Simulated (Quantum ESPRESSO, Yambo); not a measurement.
Planning a run of Yambo 5.3.0 on PtSe2 (1T monolayer). The input:

```
optics
bss
bse
em1s
dipoles
rim_cut
rim_w
RandQpts= 3000000
RandGvec= 100 RL
CUTGeo= "slab z"
RandGvecW= 9 RL
Chimod= "HARTREE"
BSKmod= "SEX"
BSEmod= "resonant"
BSSmod= "d"
BSENGexx= 30 Ry
BSENGBlk= 6 Ry
% BSEQptR
 1 | 1 |
%
% BSEBands
 28 | 35 |
%
% BEnRange
 0 | 6 | eV
%
% BDmRange
 0.1 | 0.1 | eV
%
BEnSteps= 121
% BLongDir
 1 | 0 | 0 |
%
% BndsRnXs
 1 | 68 |
%
NGsBlkXs= 6 Ry
% LongDrXs
 1 | 1 | 0 |
%
% KfnQP_E
 1.049 | 1.0 | 1.0 |
%
WRbsWF
```

```sh
OMP_NUM_THREADS=1 mpirun -n 8 yambo -F bse2.in -J bse2 -C bse2 > bse2.log
```

The stored states that it reads are on a 6×6×1 mesh. The cell holds 3 atoms: 1 Pt and 2 Se. Cell: a = 3.749 Å, b = 3.749 Å, c = 15.000 Å, α = 90.0°, β = 90.0°, γ = 120.0°. Vacuum lies along c.

Question: Estimate wall time and host memory on 8 MPI ranks of Arm Neoverse V1, shared host.

It took 66 s; on shared hardware allow 33 s to 2.2 min. Peak host memory was 4.2 GiB.

The matrix is small, so building the kernel's matrix elements and any screening outweighs its diagonalisation.

[Paths, hosts, dates, memory and timing lines, banners, echoed tables and standing remarks are left out of the program output.]

[Logs are printed without paths, hosts, clocks, repeated set-up lines and the standing remarks that a program may print on its own settings, such as how far it seeks lower states.]

[Runs of the session that timed out or met a known fault of the program may be left out.]

[Hosts, paths, dates, database ids (printed as entryN), source tags and the programs' standing remarks are cut or masked in the printed files.]
